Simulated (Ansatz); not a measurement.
# SiC (Moissanite, P6_3mc): zone-centre modes under pressure

Aim: how do the optical modes of SiC (Moissanite, P6_3mc) move with volume?

Main program and level: Ansatz 0.2.0; DFT PBE, scalar-relativistic, plane waves, PAW; PAW set soft_1.

## Step 1: The starting structure

The structure is hexagonal, space group P6_3mc (No. 186). The conventional cell has a = 3.076 Å, b = 3.076 Å, c = 5.048 Å, α = 90.00°, β = 90.00°, γ = 120.00°. Nearest to C lie 4 Si at 1.87 to 1.94 Å. Nearest to Si lie 4 C at 1.87 to 1.94 Å. Farther neighbours are not listed.

## Step 2: A rough relaxation first

The start is far from rest, so a relaxation with loose tolerances brings it close first.

input.yaml reads:

```yaml
crystal:
  lattice:
    - [3.076, 0.0, 0.0]
    - [-1.538, 2.663894142, 0.0]
    - [0.0, 0.0, 5.048]
  atoms:
    - { symbol: C, position: [0.33333333, 0.66666667, 0.385] }
    - { symbol: C, position: [0.66666667, 0.33333333, 0.885] }
    - { symbol: Si, position: [0.33333333, 0.66666667, 0.0] }
    - { symbol: Si, position: [0.66666667, 0.33333333, 0.5] }
kpoints:
  mp_grid: { grid: [9, 9, 4] }
hamiltonian:
  xc: pbe
  pseudopotentials: { kind: paw, azcp: { folder: soft_1 } }
scf:
  occupations: { method: gaussian, width: 0.1 }
output:
  forces: true
  stress: true
  eigenvalues: true
relax:
  adjacent_minimum: "off"
  f_tol: 0.05
  max_steps: 80
  cell: { stress_tol: 0.5 }
```

The run is started by

```console
ansatz run input.yaml --threads 4 --pin off --max-ram 16384MiB --backend cpu --events-out ev --progress --plain --runs-dir out
```

Numbers of over 12 decimals in the logs are rounded to 6 here.

What it wrote:

```text
The last accepted step is kept in <dir> (removed where the run ends without a failure and the disk answers)
Engine: ansatz 0.2.0, x86_64-unknown-linux-gnu
Pseudopotentials: kind: paw
Pseudopotential: C, paw, valence charge 4, recommended cutoff 420 eV (normal), soft_1/C.paw.azcp
Pseudopotential: Si, paw, valence charge 4, recommended cutoff 420 eV (normal), soft_1/Si.paw.azcp
Functional definition: PBE
[...]
cell:  # Å, volume = 42.0086 Å³
    - [3.091530, 0.0, 0]
    - [-1.545765, 2.677344, 0]
    - [0, 0, 5.075289]
  atoms:
    - { symbol: C, position: [0.333333, 0.666667, 0.380393] }
    - { symbol: C, position: [0.666667, 0.333333, 0.880393] }
    - { symbol: Si, position: [0.333333, 0.666667, 0.00460734] }
    - { symbol: Si, position: [0.666667, 0.333333, 0.504607] }
[key lines of the parts left out:]
SCF converged after 4 iterations
Free energy (F): -1774.314758 eV
Fermi energy:    10.590906 eV
P = ⅓ Tr σ = 0.0093 GPa (0.093 kbar)
```

Elapsed: 4.8 s, on 4 threads of Intel Xeon Platinum 8259CL at 2.50GHz (Skylake/Cascade Lake), shared host; peak memory 0.39 GiB.

The steps of the relaxation:

```tsv
step	energy less that of the first step (eV)	largest force component (eV/Å)	pressure (GPa)	volume (Å³)
1	0.0000	0.7512	3.70	41.36
2	-0.0258	0.4344	1.74	41.72
3	-0.0391	0.1267	-0.58	42.12
4	-0.0422	0.0028	-0.02	42.01
5*	-0.0429	0.0029	0.01	42.01
```

Relaxation steps marked * repeat the geometry before them on a plane-wave basis chosen anew for their cell, so energy and pressure can jump there.

Forces are held to the 12 operations that the run works with; a distortion that breaks them can't arise in this run.

```tsv
conventional cell, symmetrised	before	after	change
a (Å)	3.076	3.092	+0.5 %
b (Å)	3.076	3.092	+0.5 %
c (Å)	5.048	5.075	+0.5 %
volume (Å³/atom)	10.34	10.50	+1.6 %
```

The atoms that moved most (Å, as changes of fractional coordinates times the final cell):

```tsv
atom	dx	dy	dz	length
Si3	0.000	0.000	0.023	0.023
C1	0.000	0.000	-0.023	0.023
C2	0.000	0.000	-0.023	0.023
Si4	0.000	0.000	0.023	0.023
```

The relaxed structure:

```cif
data_structure
_symmetry_space_group_name_H-M 'P 1'
_symmetry_Int_Tables_number 1
_cell_length_a 3.0915
_cell_length_b 3.0915
_cell_length_c 5.0753
_cell_angle_alpha 90.000
_cell_angle_beta 90.000
_cell_angle_gamma 120.000
_cell_volume 42.01
loop_
_atom_site_label
_atom_site_type_symbol
_atom_site_fract_x
_atom_site_fract_y
_atom_site_fract_z
_atom_site_occupancy
C1 C 0.33333 0.66667 0.38039 1
C2 C 0.66667 0.33333 0.88039 1
Si3 Si 0.33333 0.66667 0.00461 1
Si4 Si 0.66667 0.33333 0.50461 1
```

A gap read on the k-mesh alone can miss the band edges.

Numbers from this step:

```
pressure          : 0.009279 GPa
gap on the k-mesh : 2.305 eV
volume per atom   : 10.50 Å³
```

In this step the volume went from 10.34 to 10.50 Å³/atom.

## Step 3: Relaxation

The cell and atoms are relaxed, since residual forces and stress would shift the frequencies.

input.yaml reads:

```yaml
crystal:
  lattice:
    - [3.0915304342, 0.0, 0.0]
    - [-1.5457652171, 2.6773438926, 0.0]
    - [0.0, 0.0, 5.0752891233]
  atoms:
    - { symbol: C, position: [0.3333333333, 0.6666666667, 0.380392656] }
    - { symbol: C, position: [0.6666666667, 0.3333333333, 0.880392656] }
    - { symbol: Si, position: [0.3333333333, 0.6666666667, 0.004607344] }
    - { symbol: Si, position: [0.6666666667, 0.3333333333, 0.504607344] }
kpoints:
  mp_grid: { grid: [12, 12, 6] }
hamiltonian:
  xc: pbe
  pseudopotentials: { kind: paw, azcp: { folder: soft_1 } }
scf:
  occupations: { method: gaussian, width: 0.02 }
output:
  forces: true
  stress: true
  eigenvalues: true
relax:
  adjacent_minimum: "off"
  f_tol: 0.005
  max_steps: 80
  cell: { stress_tol: 0.05 }
```

What it wrote:

```text
[...]
Crystal: 4 atoms, lattice volume = 42.009 Å³
Basis set: ecut = 420 eV, 809 PW (Γ), exchange–correlation on 48×48×72 points (8 copies of the dense FFT grid, shifted against one another)
Bands: 12, of which v1, the nominal top of the filled ones, is band 8 counted from 1 (7 counted from 0)
Symmetry: 12 space group operations
[...]
k-points: 76 of 864 (time reversal used)
[...]
--- Relaxed structure (2 steps of the walk, 2 accepted, 1 SCFs on fresh bases) ---
[...]
cell:  # Å, volume = 42.0096 Å³
    - [3.092015, 0, 0]
    - [-1.546007, 2.677763, 0]
    - [0, 0, 5.073821]
  atoms:
    - { symbol: C, position: [0.333333, 0.666667, 0.380436] }
    - { symbol: C, position: [0.666667, 0.333333, 0.880436] }
    - { symbol: Si, position: [0.333333, 0.666667, 0.00456395] }
    - { symbol: Si, position: [0.666667, 0.333333, 0.504564] }
[key lines of the parts left out:]
SCF converged after 4 iterations
Free energy (F): -1774.314584 eV
Fermi energy:    10.591320 eV
P = ⅓ Tr σ = 0.0029 GPa (0.029 kbar)
```

The job ended after 5 s (4 threads; peak memory 0.44 GiB; 18 s of CPU time).

Little changed from the start: no atom moved by 0.005 Å and no cell edge by 0.1 %.

Numbers from this step:

* pressure: 0.002892 GPa
* gap on the k-mesh: 2.309 eV

In this step the volume went from 10.50 to 10.50 Å³/atom.

## Step 4: Tight relaxation

Phonons need small forces and stress, so the relaxation is finished with tight tolerances on 12×12×6 k points.

input.yaml, the sections that differ from step 3:

```yaml
crystal:
  lattice:
    - [3.0920147096, 0.0, 0.0]
    - [-1.5460073548, 2.6777632874, 0.0]
    - [0.0, 0.0, 5.0738211995]
  atoms:
    - { symbol: C, position: [0.3333333333, 0.6666666667, 0.3804360511] }
    - { symbol: C, position: [0.6666666667, 0.3333333333, 0.8804360511] }
    - { symbol: Si, position: [0.3333333333, 0.6666666667, 0.0045639489] }
    - { symbol: Si, position: [0.6666666667, 0.3333333333, 0.5045639489] }
scf:
  occupations: { method: fixed }
relax:
  adjacent_minimum: "off"
  f_tol: 0.001
  max_steps: 60
  cell: { stress_tol: 0.01 }
# kpoints, hamiltonian, output: as in step 3
```

What it wrote:

```text
[...]
Crystal: 4 atoms, lattice volume = 42.010 Å³
Basis set: ecut = 420 eV, 809 PW (Γ), exchange–correlation on 48×48×72 points (8 copies of the dense FFT grid, shifted against one another)
Bands: 12, of which v1, the nominal top of the filled ones, is band 8 counted from 1 (7 counted from 0)
Symmetry: 12 space group operations
[...]
k-points: 76 of 864 (time reversal used)
[...]
--- Relaxed structure (3 steps of the walk, 3 accepted, 1 SCFs on fresh bases) ---
[...]
cell:  # Å, volume = 42.0100 Å³
    - [3.091890, 0.0, 0]
    - [-1.545945, 2.677655, 0]
    - [0, 0, 5.074276]
  atoms:
    - { symbol: C, position: [0.333333, 0.666667, 0.380420] }
    - { symbol: C, position: [0.666667, 0.333333, 0.880420] }
    - { symbol: Si, position: [0.333333, 0.666667, 0.00457957] }
    - { symbol: Si, position: [0.666667, 0.333333, 0.504580] }
[key lines of the parts left out:]
SCF converged after 9 iterations
Free energy (F): -1774.314583 eV
Fermi energy:    9.437101 eV
P = ⅓ Tr σ = 0.0011 GPa (0.011 kbar)
```

Wall time 7.3 s (4 threads); peak memory 0.44 GiB.

Little changed from the start: no atom moved by 0.005 Å and no cell edge by 0.1 %.

This step gave:

```yaml
pressure: 0.001129 GPa
gap_on_the_k_mesh: 2.308 eV
```

The largest force component left is 0.53 meV/Å and the pressure is 0.001 GPa, within the tolerances set. The cell now holds 10.50 Å³/atom.

## Step 5: Zone-centre response at rest

The modes at rest are the reference of the series, and the response to a field gives the dielectric tensor and the Born charges.

input.yaml, the sections that differ from step 4:

```yaml
crystal:
  lattice:
    - [3.0918901757, 0.0, 0.0]
    - [-1.5459450878, 2.6776554378, 0.0]
    - [0.0, 0.0, 5.0742764745]
  atoms:
    - { symbol: C, position: [0.3333333333, 0.6666666667, 0.3804204306] }
    - { symbol: C, position: [0.6666666667, 0.3333333333, 0.8804204306] }
    - { symbol: Si, position: [0.3333333333, 0.6666666667, 0.0045795694] }
    - { symbol: Si, position: [0.6666666667, 0.3333333333, 0.5045795694] }
output:
  eigenvalues: true
phonons:
  method: dfpt
  dielectric: true
  rigid_motions: translations
  raman: true
# kpoints, hamiltonian, scf: as in step 4
# relax: removed
```

What it wrote:

```text
[...]
Crystal: 4 atoms, lattice volume = 42.010 Å³
Basis set: ecut = 420 eV, 809 PW (Γ), exchange–correlation on 48×48×72 points (8 copies of the dense FFT grid, shifted against one another)
Bands: 12, of which v1, the nominal top of the filled ones, is band 8 counted from 1 (7 counted from 0)
Symmetry: 12 space group operations
k-points: 242 of 864 (irreducible under 2 space group operations, time reversal used)
[...]
SCF iter   1: F=—  HF=-1777.245568 eV  |F-HF|=—  |Δ(HF+E_count)|=         —  Δρ=1.36e-1  dr2=9.52e0  ethr=3.10e-3  ⟨swp⟩=4.3  Hψ=16917  notcnv=0  defer=448
[...]
SCF iter   8: F=-1774.314583 eV  HF=-1774.314583 eV  |F-HF|=1.82e-10  |Δ(HF+E_count)|=   9.97e-9  Δρ=7.14e-7  dr2=9.46e-11  ethr=1.00e-12  ⟨swp⟩=8.4  Hψ=25006  notcnv=0
SCF 1 converged in 8 iterations: F = -1774.314583 eV  dr2 = 9.46e-11
[...]
DFPT response loops at Γ: preconditioner auto → Resta (q_TF=auto, 2.323 Å⁻¹)  ε∞=5.1 (no band partly filled); β = 1.00, the filter's whole step (`scf.mixing.beta` (0.50) is not read by the response loops at its default; to damp them type it under 1.00, their step now; it binds the ground state too); Broyden in place of MSR1
── the response to a field inside a basis, on 14×14×8 k-points: an SCF that follows is theirs, and a resumed run solves both again ──
Bands: 9, of which v1, the nominal top of the filled ones, is band 8 counted from 1 (7 counted from 0)
k-points: 224
[...]
Eigensolver: Dense (224 Hₖ)
SCF iter   1: F=—  HF=-1774.315958 eV  |F-HF|=—  |Δ(HF+E_count)|=         —  Δρ=9.42e-5  dr2=6.80e-7  ethr=1.00e-1
[...]
SCF iter   5: F=-1774.315960 eV  HF=-1774.315960 eV  |F-HF|=1.59e-12  |Δ(HF+E_count)|=  1.62e-10  Δρ=9.61e-8  dr2=1.42e-12  ethr=1.41e-12
SCF 1 converged in 5 iterations: F = -1774.315960 eV  dr2 = 1.42e-12
[...]
SCF converged after 8 iterations
Free energy (F): -1774.314583 eV
[...]
Internal energy: -1774.314583 eV  (E = F + TS)
E sigma→0 (E₀):  -1774.314583 eV
Fermi energy:    9.437098 eV
[...]
--- Band table (eV; the first three rows and the last of 242) ---
  k-point 0: bands = [... 4 lower, 8.1272, 9.3281, 9.4371, 9.4371, 14.1044, 15.4596, 16.0130, 16.0130]
  k-point 1: bands = [... 4 lower, 8.2025, 8.5923, 9.3346, 9.3346, 14.2297, 16.0048, 16.0620, 16.0620]
  k-point 2: bands = [... 4 lower, 8.4161, 8.4161, 9.0670, 9.0670, 14.5999, 15.9396, 16.2697, 16.2697]
  k-point 241: bands = [... 4 lower, 4.8743, 4.8743, 7.4009, 7.4009, 14.2139, 14.2139, 16.2530, 16.2530]
--- Phonons (Γ-DFPT): 4 representative perturbations + reference, on 242 of 864 k-points (Σ response iterations 12) ---
  k mesh reduced under 2 symmetry operations, with k and −k counted as one. Each operation leaves every solved perturbation unchanged. A smaller set is not considered because the run solves the response to a homogeneous field
  ASR residual: 1.946e-4 → 0.000e0 eV/Å²; symmetrization residual: 2.333e-5 eV/Å²
  ASR residual per site (eV/Å²): 1.25e-4 1.25e-4 1.95e-4 1.95e-4
  Γ frequencies (cm⁻¹): 0.00 0.00 0.00 256.71 256.71 584.60 742.83 742.83 749.57 778.38 778.38 815.08
  ε∞ (high-frequency dielectric tensor):
        6.956613    -0.000000    -0.000000
       -0.000000     6.956613    -0.000000
       -0.000000    -0.000000     7.319632
  ε⁰ (static dielectric tensor: ions relaxed, cell fixed):
       10.218824    -0.000000    -0.000000
       -0.000000    10.218824     0.000000
       -0.000000     0.000000    11.378475
  ε⁰ − ε∞ (ionic part):
        3.262210    -0.000000    -0.000000
       -0.000000     3.262210     0.000000
       -0.000000     0.000000     4.058844
  softest optical mode at Γ: 256.71 cm⁻¹; the repairs (sum rule, projections) moved no ω² at Γ by more than (3.03 cm⁻¹)²
  Born effective charges Z* (e; rows j = field, columns β = displacement):
    site 0:
        -2.66425    0.00000    0.00000
         0.00000   -2.66425    0.00000
         0.00000    0.00000   -2.86180
    site 1:
        -2.66425    0.00000    0.00000
         0.00000   -2.66425    0.00000
         0.00000    0.00000   -2.86180
    site 2:
         2.66425   -0.00000   -0.00000
        -0.00000    2.66425   -0.00000
        -0.00000   -0.00000    2.86180
    site 3:
         2.66425   -0.00000   -0.00000
        -0.00000    2.66425   -0.00000
        -0.00000   -0.00000    2.86180
  Z* charge neutrality: 4.937e-3 e pre-enforcement
  solved inside a basis spanned on kpoints, on 14×14×8 k-points transformed towards the longest dipole: ε∞ is read to err by 3.1e-2, Z* by 2.0e-2 e (field_mesh: kpoints solves on kpoints); Z* is corrected for what the basis lacks
  Raman tensors (in the event stream and the table raman_tensors.tsv): an entry may err by 1.8e-2 Å², one of the second-order susceptibility by 5.3e-2 pm/V (basis, points and sum rule); their sum over the sites missed zero by 1.755e-4 Å² ahead of its enforcement
  optical modes at Γ without the LO–TO term, one row a degenerate level:
      ω (cm⁻¹)  modes    IR ((D/Å)²/amu)  static Raman (Å⁴/amu)  depolarisation
        256.71      2             0.0000                 0.3031           0.750
        584.60      1             0.0000                 0.0000               —
        742.83      2             0.0000                25.4941           0.750
        749.57      1            44.9179                69.8532           0.746
        778.38      2            77.8610                19.3641           0.750
        815.08      1             0.0000                 0.0000               —
  optical modes at Γ + LO–TO along q̂ = [1.0000, 0.0000, 0.0000]:
      ω (cm⁻¹)  modes    IR ((D/Å)²/amu)  static Raman (Å⁴/amu)  depolarisation
        256.71      2             0.0000                 0.3031           0.750
        584.60      1             0.0000                 0.0000               —
        742.83      2             0.0000                25.4941           0.750
        749.57      1            44.9179                69.8532           0.746
        778.38      1            38.9305                 9.6821           0.750
        815.08      1             0.0000                 0.0000               —
        943.40      1            38.9305                39.2516           0.750
  optical modes at Γ + LO–TO along q̂ = [0.0000, 1.0000, 0.0000]:
      ω (cm⁻¹)  modes    IR ((D/Å)²/amu)  static Raman (Å⁴/amu)  depolarisation
        256.71      2             0.0000                 0.3031           0.750
        584.60      1             0.0000                 0.0000               —
        742.83      2             0.0000                25.4941           0.750
        749.57      1            44.9179                69.8532           0.746
        778.38      1            38.9305                 9.6821           0.750
        815.08      1             0.0000                 0.0000               —
        943.40      1            38.9305                39.2516           0.750
  optical modes at Γ + LO–TO along q̂ = [0.0000, 0.0000, 1.0000]:
      ω (cm⁻¹)  modes    IR ((D/Å)²/amu)  static Raman (Å⁴/amu)  depolarisation
        256.71      2             0.0000                 0.3031           0.750
        584.60      1             0.0000                 0.0000               —
        742.83      2             0.0000                25.4941           0.750
        778.38      2            77.8610                19.3641           0.750
        815.08      1             0.0000                 0.0000               —
        934.56      1            44.9179               134.1802           0.726
```

Elapsed: 2.9 min, on 4 threads; peak memory 1.7 GiB.

The column dr2 measures how far the density is from self-consistency, as an energy; F and HF (Harris–Foulkes) agree once it is small.

Numbers from this step:

* sum-rule residual before enforcement: 1.95e-4 eV/Å²
* miss of the charge sum rule: 0.004937 e
* estimated error of the dielectric tensor: 0.03076
* estimated error of the Born charges: 0.01955 e
* point group: 6mm
* highest optical mode at the zone centre (no LO-TO term): 815.1 cm⁻¹
* lowest optical zone-centre mode: 256.7 cm⁻¹
* mean high-frequency dielectric constant: 7.078
* largest Born charge (third of the trace): -2.730 e
* mean static dielectric constant: 10.61
* top of the zone-centre spectrum with the field: 943.4 cm⁻¹

Without the LO-TO term. Patterns of degenerate modes are one choice out of their space. The modes at Γ (shares of kinetic energy by element, %):

```tsv
mode	frequency (cm⁻¹)	symmetry	C %	Si %
1	0.0	acoustic	30	70
2	0.0	acoustic	30	70
3	0.0	acoustic	30	70
4	256.7	E2	26	74
5	256.7	E2	26	74
6	584.6	B1	0	100
7	742.8	E2	74	26
8	742.8	E2	74	26
9	749.6	A1	70	30
10	778.4	E1	70	30
11	778.4	E1	70	30
12	815.1	B1	100	0
```

Displacements in mode 4 (256.7 cm⁻¹), the largest set to 1:
```
C1   0.00  0.91  0.00
C2   0.00 -0.91  0.00
Si3  0.00 -1.00  0.00
Si4  0.00  1.00  0.00
```

Displacements in mode 7 (742.8 cm⁻¹), the largest set to 1:
```
C1  -0.19 -1.00  0.00
C2   0.19  1.00  0.00
Si3 -0.08 -0.39  0.00
Si4  0.08  0.39  0.00
```

Optical modes at the zone centre, without and with the macroscopic field of the longitudinal modes; each column is sorted by frequency, so a row need not hold one and the same mode. Modes with and without the field, by row:

```tsv
rank among optical modes	no field (cm⁻¹)	q along (1, 0, 0) (cm⁻¹)	q along (0, 0, 1) (cm⁻¹)
1	256.7	256.7	256.7
2	256.7	256.7	256.7
3	584.6	584.6	584.6
4	742.8	742.8	742.8
5	742.8	742.8	742.8
6	749.6	749.6	778.4
7	778.4	778.4	778.4
8	778.4	815.1	815.1
9	815.1	943.4	934.6
```

Born charge (rows field, columns displacement) (e), principal values of the symmetric part by kind of site:

```tsv
atom	atoms with these values	low	middle	high	mean
C1	2	-2.86	-2.66	-2.66	-2.73
Si3	2	2.66	2.66	2.86	2.73
```

In full for C1:

```
-2.66  0.00  0.00
 0.00 -2.66  0.00
 0.00  0.00 -2.86
```

High-frequency dielectric tensor:

```
6.96 0.00 0.00
0.00 6.96 0.00
0.00 0.00 7.32
```

Static dielectric tensor (ions relaxed, fixed cell):

```
10.22  0.00  0.00
 0.00 10.22  0.00
 0.00  0.00 11.38
```

Transverse modes. Infrared lines, with heights relative to the strongest:

```tsv
position (cm⁻¹)	label	relative intensity
257	E2	0.0
585	B1	0.0
743	E2	0.0
750	A1	58
778	E1	100
815	B1	0.0
```

Activity x (w_L - w)^4 (n + 1)/w, 532 nm, 300 K; modes without the macroscopic field alone. Lines of the Raman spectrum (strongest = 100):

```tsv
position (cm⁻¹)	label	relative intensity
257	E2	1.9
585	B1	0.0
743	E2	37
750	A1	100
778	E1	26
815	B1	0.0
```

Before it was imposed, the acoustic sum rule was missed by 1.9e-4 eV/Å² and the charge sum rule by 0.0049 e. Small misses are needed for a sound result but don't prove that mesh and cutoff are converged. The lowest optical mode is real, 257 cm⁻¹.

[end of part 1 of 2]

[Logs are printed without paths, hosts, clocks, repeated set-up lines and the standing remarks that a program may print on its own settings, such as how far it seeks lower states.]

[Hosts, paths, dates, database ids (printed as entryN), source tags and the programs' standing remarks are cut or masked in the printed files.]
